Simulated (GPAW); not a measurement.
## Be K ELNES/XANES of Be (Im-3m) from DFT

What does one-electron theory with a core hole give for the Be K edge of Be (Im-3m)?

Program: GPAW 26.7.0. Level of theory: X-ray absorption from dipole matrix elements to empty bands, plane-wave PAW LDA. Results are calculated unless marked as measured.

Most raw output is cut from this account.

This is not the structure that Be takes at ambient pressure and room temperature (hexagonal, No. 194); it is a model or a phase of other conditions.

### 1. Starting point

It takes space group Im-3m (No. 229, cubic). The conventional cell has a = 2.506 Å, b = 2.506 Å, c = 2.506 Å, α = 90.00°, β = 90.00°, γ = 90.00°. Be has 8 Be at 2.17 Å nearest.

### 2. Ground state of the crystal

A plain self-consistent run shows whether there is a gap, which decides the set-up of the core-hole run.

File scf.py:

```python
import numpy as np
from ase import Atoms
from ase.parallel import parprint, paropen
from gpaw import GPAW, PW, FermiDirac, Mixer, MixerDif, setup_paths
from gpaw.test import gen
setup_paths.insert(0, '.')
gen('Be', name='nch1s', xcname='LDA', corehole=(1, 0, 0), write_xml=True)
from gpaw.mpi import world
world.barrier()

atoms = Atoms('Be',
    cell=[[-1.25312095, 1.25312095, 1.25312095],
     [1.25312095, -1.25312095, 1.25312095],
     [1.25312095, 1.25312095, -1.25312095]],
    scaled_positions=[[0, 0, 0]],
    pbc=True)
atoms.calc = calc = GPAW(legacy_gpaw=True, mode=PW(430, force_complex_dtype=True), xc='LDA', setups={0: 'nch1s'},
    kpts={'size': (14, 14, 14), 'gamma': True}, occupations=FermiDirac(0.05),
    charge=0, mixer=Mixer(0.1, 5, 50), maxiter=150,
    convergence={'density': 0.0001, 'eigenstates': 1e-6}, txt='scf.txt')
energy = atoms.get_potential_energy() + calc.get_reference_energy()
ef = calc.get_fermi_level()
out = dict(energy=energy, fermi=ef, forces=atoms.get_forces().tolist())
parprint(f'all-electron energy {energy:.4f} eV, Fermi level {ef:.4f} eV')
ev = np.array([[calc.get_eigenvalues(k, s) for k in range(len(calc.get_ibz_k_points()))] for s in range(calc.get_number_of_spins())])
out['homo'], out['lumo'], out['counts'] = ev[ev < ef].max(), ev[ev > ef].min(), sorted(set((ev < ef).sum((0, 2)).tolist()))
out['filled'] = (ev[:, 0] < ef).sum(1).tolist()
import json
with paropen('out.json', 'w') as f:
    json.dump(out, f)
```

Launch:

```sh
$ OMP_NUM_THREADS=1 mpirun -n 2 gpaw python scf.py
```

Elapsed: 2.9 s, on 2 MPI ranks of Arm Neoverse V2, shared host; peak memory 0.15 GiB.

The mesh shows no gap, so the system is treated as a metal and the core electron is put at the Fermi level (neutral cell).

### 3. Spectrum without a core hole, Be atom 1

Without a hole the spectrum is the empty density of states of the right symmetry on the absorber, weighted by matrix elements. It needs only the small cell and serves as the baseline. The data set with a hole of occupation 0 only carries the core orbital.

The absorber has 8 Be at 2.17 Å and 6 Be at 2.51 Å (cube and octahedron, as in bcc, site symmetry m-3m).

File xas.py:

```python
import numpy as np
from ase import Atoms
from ase.parallel import parprint, paropen
from gpaw import GPAW, PW, FermiDirac, Mixer, MixerDif, setup_paths
from gpaw.test import gen
setup_paths.insert(0, '.')
gen('Be', name='nch1s', xcname='LDA', corehole=(1, 0, 0), write_xml=True)
from gpaw.mpi import world
world.barrier()

atoms = Atoms('Be',
    cell=[[-1.25312095, 1.25312095, 1.25312095],
     [1.25312095, -1.25312095, 1.25312095],
     [1.25312095, 1.25312095, -1.25312095]],
    scaled_positions=[[0, 0, 0]],
    pbc=True)
atoms.calc = calc = GPAW(legacy_gpaw=True, mode=PW(430, force_complex_dtype=True), xc='LDA', setups={0: 'nch1s'},
    kpts={'size': (19, 19, 19), 'gamma': True}, occupations=FermiDirac(0.1),
    charge=0, mixer=Mixer(0.1, 5, 50), maxiter=150,
    convergence={'density': 0.0001, 'eigenstates': 1e-6}, txt='scf.txt')
energy = atoms.get_potential_energy() + calc.get_reference_energy()
ef = calc.get_fermi_level()
out = dict(energy=energy, fermi=ef, forces=atoms.get_forces().tolist())
parprint(f'all-electron energy {energy:.4f} eV, Fermi level {ef:.4f} eV')
ev = np.array([[calc.get_eigenvalues(k, s) for k in range(len(calc.get_ibz_k_points()))] for s in range(calc.get_number_of_spins())])
out['homo'], out['lumo'], out['counts'] = ev[ev < ef].max(), ev[ev > ef].min(), sorted(set((ev < ef).sum((0, 2)).tolist()))
out['filled'] = (ev[:, 0] < ef).sum(1).tolist()

from ase.units import Ha
from gpaw.xas import dipole_matrix_elements
nb = int(calc.get_number_of_electrons() / 2) + 8
top = nb
nscf = calc.fixed_density(kpts={'size': (15, 15, 15), 'gamma': True},
    convergence={'eigenstates': 1.0}, txt='nscf.txt')
nscf.diagonalize_full_hamiltonian(nbands=nb)
cell = atoms.cell.array
ops = [cell.T @ U.T @ np.linalg.inv(cell.T) for U in nscf.wfs.kd.symmetry.op_scc]
E = np.arange(-25, 34, 0.1)
fwhm = np.interp(E, [4, 25], [0.9, 3.5])
Y, X, zero, highest = 0, 0, 1e9, 1e9
for spin in range(nscf.get_number_of_spins()):
    wfs = nscf.wfs
    A = dipole_matrix_elements(wfs.setups[0])
    eps = np.zeros((wfs.kd.nibzkpts, nb))
    d = np.zeros((3, A.shape[1], wfs.kd.nibzkpts, nb), complex)
    for kpt in wfs.kpt_u:
        if kpt.s == spin and 0 in kpt.P_ani:
            eps[kpt.k] = kpt.eps_n * Ha
            d[:, :, kpt.k] = (kpt.weight * wfs.nspins / 2) ** 0.5 * np.inner(A, kpt.P_ani[0])
    world.sum(eps)
    world.sum(d)
    T = np.einsum('amkn,bmkn->abkn', d, d.conj()).real
    T = sum(np.einsum('ai,ijkn,bj->abkn', R, T, R) for R in ops) / len(ops)
    empty = eps > ef
    zero, highest = min(zero, eps[empty].min()), min(highest, eps[:, top - 1].min())
    lines = [(eps, T, empty)] if spin == 0 else lines + [(eps, T, empty)]
for eps, T, empty in lines:
    f = np.einsum('aakn->akn', T).reshape(3, -1)
    x = eps.ravel() - zero
    w = np.interp(x, E, fwhm) / 2.35482
    g = np.exp(-0.5 * ((E[:, None] - x) / w) ** 2) / (w * (2 * np.pi) ** 0.5)
    Y = Y + (f * empty.ravel()) @ g.T
    X = X + (f * ~empty.ravel()) @ g.T
out.update(E=E.round(2).tolist(), xas=Y.tolist(), xes=X.tolist(), zero=zero, valid=highest - zero, nk=len(eps), nb=nb)
for i in range(0, len(E), 10):
    parprint(f'{E[i]:7.2f}', *(f'{v:10.3e}' for v in Y[:, i]))
import json
with paropen('out.json', 'w') as f:
    json.dump(out, f)
```

Launch:

```sh
$ OMP_NUM_THREADS=1 mpirun -n 2 gpaw python xas.py
```

Wall time 5.3 s (2 MPI ranks); peak memory 0.16 GiB.

The Be K spectrum, Be atom 1, no core hole (energy from the lowest empty level; intensity scaled to a mean of 1 over the first 20 eV):

| E (eV) | intensity |
| --- | --- |
| -2.0 | 0.00 |
| -1.4 | 0.00 |
| -0.8 | 0.01 |
| -0.2 | 0.19 |
| 0.4 | 0.49 |
| 1.0 | 0.69 |
| 1.6 | 0.63 |
| 2.2 | 0.49 |
| 2.8 | 0.71 |
| 3.4 | 0.57 |
| 4.0 | 0.70 |
| 4.6 | 0.80 |
| 5.2 | 0.86 |
| 5.8 | 0.87 |
| 6.4 | 0.85 |
| 7.0 | 0.89 |
| 7.6 | 0.92 |
| 8.2 | 0.88 |
| 8.8 | 0.92 |
| 9.4 | 1.02 |
| 10.0 | 1.12 |
| 10.6 | 1.25 |
| 11.2 | 1.36 |
| 11.8 | 1.36 |
| 12.4 | 1.33 |
| 13.0 | 1.32 |
| 13.6 | 1.37 |
| 14.2 | 1.51 |
| 14.8 | 1.69 |
| 15.4 | 1.80 |
| 16.0 | 1.74 |
| 16.6 | 1.52 |
| 17.2 | 1.20 |
| 17.8 | 0.88 |
| 18.4 | 0.63 |
| 19.0 | 0.44 |
| 19.6 | 0.33 |
| 20.2 | 0.28 |
| 20.8 | 0.26 |
| 21.4 | 0.27 |
| 22.0 | 0.28 |
| 22.6 | 0.31 |
| 23.2 | 0.36 |
| 23.8 | 0.42 |
| 24.4 | 0.49 |
| 25.0 | 0.55 |
| 25.6 | 0.61 |
| 26.2 | 0.64 |
| 26.8 | 0.65 |
| 27.4 | 0.64 |
| 28.0 | 0.62 |
| 28.6 | 0.60 |
| 29.2 | 0.57 |
| 29.8 | 0.55 |

Main maxima below 24 eV (height): 1.2 eV (0.71), 2.9 eV (0.72), 7.4 eV (0.92), 11.5 eV (1.37) and 15.5 eV (1.80). A K edge sees empty p states on the absorber.

The same matrix elements for filled bands give the Be K emission of Be atom 1 (ground-state approximation; energy from the lowest empty level, largest value 1):

| E (eV) | emission |
| --- | --- |
| -24.00 | 0.00 |
| -23.25 | 0.00 |
| -22.50 | 0.00 |
| -21.75 | 0.00 |
| -21.00 | 0.00 |
| -20.25 | 0.00 |
| -19.50 | 0.00 |
| -18.75 | 0.00 |
| -18.00 | 0.00 |
| -17.25 | 0.00 |
| -16.50 | 0.00 |
| -15.75 | 0.00 |
| -15.00 | 0.00 |
| -14.25 | 0.00 |
| -13.50 | 0.00 |
| -12.75 | 0.00 |
| -12.00 | 0.01 |
| -11.25 | 0.05 |
| -10.50 | 0.10 |
| -9.75 | 0.16 |
| -9.00 | 0.22 |
| -8.25 | 0.32 |
| -7.50 | 0.39 |
| -6.75 | 0.55 |
| -6.00 | 0.69 |
| -5.25 | 1.00 |
| -4.50 | 0.83 |
| -3.75 | 0.85 |
| -3.00 | 0.51 |
| -2.25 | 0.55 |
| -1.50 | 0.21 |
| -0.75 | 0.35 |
| 0.00 | 0.17 |
| 0.75 | 0.00 |
| 1.50 | 0.00 |
| 2.25 | 0.00 |
| 3.00 | 0.00 |

Emission maxima: -5.2 eV (1.00), -4.0 eV (0.95), -2.4 eV (0.60) and -0.6 eV (0.37).

### 4. Supercell without a hole, the energy reference

The photon energy needs a difference of total energies, so the cell and mesh of the coming hole run are first run without a hole.

scf.py: that of step 2 with these lines changed.

```diff
@@ -10,10 +10,24 @@
 
-atoms = Atoms('Be',
-    cell=[[-1.25312095, 1.25312095, 1.25312095],
-     [1.25312095, -1.25312095, 1.25312095],
-     [1.25312095, 1.25312095, -1.25312095]],
-    scaled_positions=[[0, 0, 0]],
+atoms = Atoms('Be15',
+    cell=[[3.75936285, -1.25312095, -3.75936285],
+     [3.75936285, -3.75936285, 1.25312095],
+     [-3.75936285, -1.25312095, -3.75936285]],
+    scaled_positions=[[0, 0, 0],
+     [0.26666667, 0.2, 0.13333333],
+     [0.53333333, 0.4, 0.26666667],
+     [0.13333333, 0.6, 0.06666667],
+     [0.8, 0.6, 0.4],
+     [0.66666667, 0, 0.33333333],
+     [0.06666667, 0.8, 0.53333333],
+     [0.4, 0.8, 0.2],
+     [0.93333333, 0.2, 0.46666667],
+     [0.2, 0.4, 0.6],
+     [0.46666667, 0.6, 0.73333333],
+     [0.33333333, 0, 0.66666667],
+     [0.73333333, 0.8, 0.86666667],
+     [0.6, 0.2, 0.8],
+     [0.86666667, 0.4, 0.93333333]],
     pbc=True)
 atoms.calc = calc = GPAW(legacy_gpaw=True, mode=PW(430, force_complex_dtype=True), xc='LDA', setups={0: 'nch1s'},
-    kpts={'size': (14, 14, 14), 'gamma': True}, occupations=FermiDirac(0.05),
+    kpts={'size': (6, 6, 6), 'gamma': True}, occupations=FermiDirac(0.1),
     charge=0, mixer=Mixer(0.1, 5, 50), maxiter=150,
```

Launch:

```sh
$ OMP_NUM_THREADS=1 mpirun -n 2 gpaw python scf.py
```

The job ended after 17 s (2 MPI ranks; peak memory 0.25 GiB; 34 s of CPU time).

Reference energy: -5959.148 eV with the cores included.

### 5. Spectrum with XCH, Be atom 1

The holes are 5.5 Å apart. In GPAW the data set carries the hole's charge, so charge=0 means a charged cell and charge=-1 a neutral one. The excited electron is kept in the cell, where it fills the lowest empty states and screens the hole. After the field has converged, empty bands are computed with the density fixed and the dipole matrix elements are summed.

xas.py: that of step 3 with these lines changed.

```diff
@@ -6,3 +6,3 @@
 setup_paths.insert(0, '.')
-gen('Be', name='nch1s', xcname='LDA', corehole=(1, 0, 0), write_xml=True)
+gen('Be', name='fch1s', xcname='LDA', corehole=(1, 0, 1), write_xml=True)
 from gpaw.mpi import world
@@ -10,11 +10,25 @@
 
-atoms = Atoms('Be',
-    cell=[[-1.25312095, 1.25312095, 1.25312095],
-     [1.25312095, -1.25312095, 1.25312095],
-     [1.25312095, 1.25312095, -1.25312095]],
-    scaled_positions=[[0, 0, 0]],
+atoms = Atoms('Be15',
+    cell=[[3.75936285, -1.25312095, -3.75936285],
+     [3.75936285, -3.75936285, 1.25312095],
+     [-3.75936285, -1.25312095, -3.75936285]],
+    scaled_positions=[[0, 0, 0],
+     [0.26666667, 0.2, 0.13333333],
+     [0.53333333, 0.4, 0.26666667],
+     [0.13333333, 0.6, 0.06666667],
+     [0.8, 0.6, 0.4],
+     [0.66666667, 0, 0.33333333],
+     [0.06666667, 0.8, 0.53333333],
+     [0.4, 0.8, 0.2],
+     [0.93333333, 0.2, 0.46666667],
+     [0.2, 0.4, 0.6],
+     [0.46666667, 0.6, 0.73333333],
+     [0.33333333, 0, 0.66666667],
+     [0.73333333, 0.8, 0.86666667],
+     [0.6, 0.2, 0.8],
+     [0.86666667, 0.4, 0.93333333]],
     pbc=True)
-atoms.calc = calc = GPAW(legacy_gpaw=True, mode=PW(430, force_complex_dtype=True), xc='LDA', setups={0: 'nch1s'},
-    kpts={'size': (19, 19, 19), 'gamma': True}, occupations=FermiDirac(0.1),
-    charge=0, mixer=Mixer(0.1, 5, 50), maxiter=150,
+atoms.calc = calc = GPAW(legacy_gpaw=True, mode=PW(430, force_complex_dtype=True), xc='LDA', setups={0: 'fch1s'},
+    kpts={'size': (6, 6, 6), 'gamma': True}, occupations=FermiDirac(0.1),
+    charge=-1, mixer=Mixer(0.1, 5, 50), maxiter=150,
     convergence={'density': 0.0001, 'eigenstates': 1e-6}, txt='scf.txt')
@@ -30,10 +44,9 @@
 from gpaw.xas import dipole_matrix_elements
-nb = int(calc.get_number_of_electrons() / 2) + 8
-top = nb
-nscf = calc.fixed_density(kpts={'size': (15, 15, 15), 'gamma': True},
-    convergence={'eigenstates': 1.0}, txt='nscf.txt')
-nscf.diagonalize_full_hamiltonian(nbands=nb)
+nb = int(calc.get_number_of_electrons() / 2) + 73
+top, nb = nb, nb + 8 + nb // 12
+nscf = calc.fixed_density(kpts={'size': (7, 7, 7), 'gamma': True}, nbands=nb,
+    convergence={'bands': top, 'eigenstates': 1e-5}, maxiter=60, txt='nscf.txt')
 cell = atoms.cell.array
 ops = [cell.T @ U.T @ np.linalg.inv(cell.T) for U in nscf.wfs.kd.symmetry.op_scc]
-E = np.arange(-25, 34, 0.1)
+E = np.arange(-6, 34, 0.1)
 fwhm = np.interp(E, [4, 25], [0.9, 3.5])
```

Launch:

```sh
$ OMP_NUM_THREADS=1 mpirun -n 2 gpaw python xas.py
```

Run time: 2.4 min. Hardware: 2 MPI ranks; peak memory 0.42 GiB.

The Be K spectrum, Be atom 1, excited-electron core hole (neutral cell) (energy from the lowest empty level; intensity scaled to a mean of 1 over the first 20 eV):

| E (eV) | intensity |
| --- | --- |
| -2.0 | 0.00 |
| -1.5 | 0.00 |
| -1.0 | 0.01 |
| -0.5 | 0.12 |
| 0.0 | 0.60 |
| 0.5 | 1.06 |
| 1.0 | 1.09 |
| 1.5 | 1.00 |
| 2.0 | 1.00 |
| 2.5 | 1.04 |
| 3.0 | 1.08 |
| 3.5 | 1.28 |
| 4.0 | 1.39 |
| 4.5 | 1.38 |
| 5.0 | 1.28 |
| 5.5 | 1.16 |
| 6.0 | 1.13 |
| 6.5 | 1.13 |
| 7.0 | 1.13 |
| 7.5 | 1.17 |
| 8.0 | 1.20 |
| 8.5 | 1.24 |
| 9.0 | 1.34 |
| 9.5 | 1.46 |
| 10.0 | 1.52 |
| 10.5 | 1.52 |
| 11.0 | 1.44 |
| 11.5 | 1.29 |
| 12.0 | 1.14 |
| 12.5 | 1.04 |
| 13.0 | 1.01 |
| 13.5 | 1.02 |
| 14.0 | 1.01 |
| 14.5 | 0.97 |
| 15.0 | 0.91 |
| 15.5 | 0.82 |
| 16.0 | 0.72 |
| 16.5 | 0.61 |
| 17.0 | 0.51 |
| 17.5 | 0.41 |
| 18.0 | 0.33 |
| 18.5 | 0.25 |
| 19.0 | 0.20 |
| 19.5 | 0.17 |
| 20.0 | 0.16 |
| 20.5 | 0.17 |
| 21.0 | 0.19 |
| 21.5 | 0.22 |
| 22.0 | 0.25 |
| 22.5 | 0.29 |
| 23.0 | 0.34 |
| 23.5 | 0.39 |
| 24.0 | 0.45 |
| 24.5 | 0.50 |
| 25.0 | 0.55 |
| 25.5 | 0.59 |
| 26.0 | 0.60 |

Main maxima below 24 eV (height): 0.8 eV (1.12), 4.2 eV (1.39) and 10.2 eV (1.53). 

The total-energy difference is 115.17 eV. One term is added: -4.44 eV, since the hole is spin-paired here and a spin-polarised one costs that much less in the free atom (computed apart). The photon energy is then 110.73 eV. The tabulated edge of the element is 111.5 eV. The functional leaves an error in such absolute values: in the free atom LDA prices this hole 1.6 eV below PBE (computed apart), and PBE is itself good to a few eV.

### 6. Reference energy of the supercell

The cell and mesh change for the next run, so it gets a reference energy of its own.

File scf.py:

```python
import numpy as np
from ase import Atoms
from ase.parallel import parprint, paropen
from gpaw import GPAW, PW, FermiDirac, Mixer, MixerDif, setup_paths
from gpaw.test import gen
setup_paths.insert(0, '.')
gen('Be', name='nch1s', xcname='LDA', corehole=(1, 0, 0), write_xml=True)
from gpaw.mpi import world
world.barrier()

atoms = Atoms('Be7',
    cell=[[2.5062419, -2.5062419, 0],
     [2.5062419, 0, -2.5062419],
     [3.75936285, 3.75936285, 1.25312095]],
    scaled_positions=[[0, 0, 0],
     [0.42857143, 0.14285714, 0.28571429],
     [0.71428571, 0.57142857, 0.14285714],
     [0.14285714, 0.71428571, 0.42857143],
     [0.85714286, 0.28571429, 0.57142857],
     [0.57142857, 0.85714286, 0.71428571],
     [0.28571429, 0.42857143, 0.85714286]],
    pbc=True)
atoms.calc = calc = GPAW(legacy_gpaw=True, mode=PW(430, force_complex_dtype=True), xc='LDA', setups={0: 'nch1s'},
    kpts={'size': (8, 8, 8), 'gamma': True}, occupations=FermiDirac(0.1),
    charge=0, mixer=Mixer(0.1, 5, 50), maxiter=150,
    convergence={'density': 0.0001, 'eigenstates': 1e-6}, txt='scf.txt')
energy = atoms.get_potential_energy() + calc.get_reference_energy()
ef = calc.get_fermi_level()
out = dict(energy=energy, fermi=ef, forces=atoms.get_forces().tolist())
parprint(f'all-electron energy {energy:.4f} eV, Fermi level {ef:.4f} eV')
ev = np.array([[calc.get_eigenvalues(k, s) for k in range(len(calc.get_ibz_k_points()))] for s in range(calc.get_number_of_spins())])
out['homo'], out['lumo'], out['counts'] = ev[ev < ef].max(), ev[ev > ef].min(), sorted(set((ev < ef).sum((0, 2)).tolist()))
out['filled'] = (ev[:, 0] < ef).sum(1).tolist()
import json
with paropen('out.json', 'w') as f:
    json.dump(out, f)
```

Launch:

```sh
$ OMP_NUM_THREADS=1 mpirun -n 2 gpaw python scf.py
```

Run time: 16 s. Hardware: 2 MPI ranks; peak memory 0.21 GiB; 32 s of CPU time.

(Part 1 of 2 ends here.)

[Logs are printed without paths, hosts, clocks, repeated set-up lines and the standing remarks that a program may print on its own settings, such as how far it seeks lower states.]

[Hosts, paths, dates, database ids (printed as entryN), source tags and the programs' standing remarks are cut or masked in the printed files.]

[Lists of maxima count a maximum above −3 eV only where it reaches 4 % of the highest in the window and stands out from its surroundings by 2 % of it (1.5 % where it reaches 55 %); shoulders and weaker maxima are passed over, and of the rest the first, up to two pre-edge ones and the few strongest are named.]
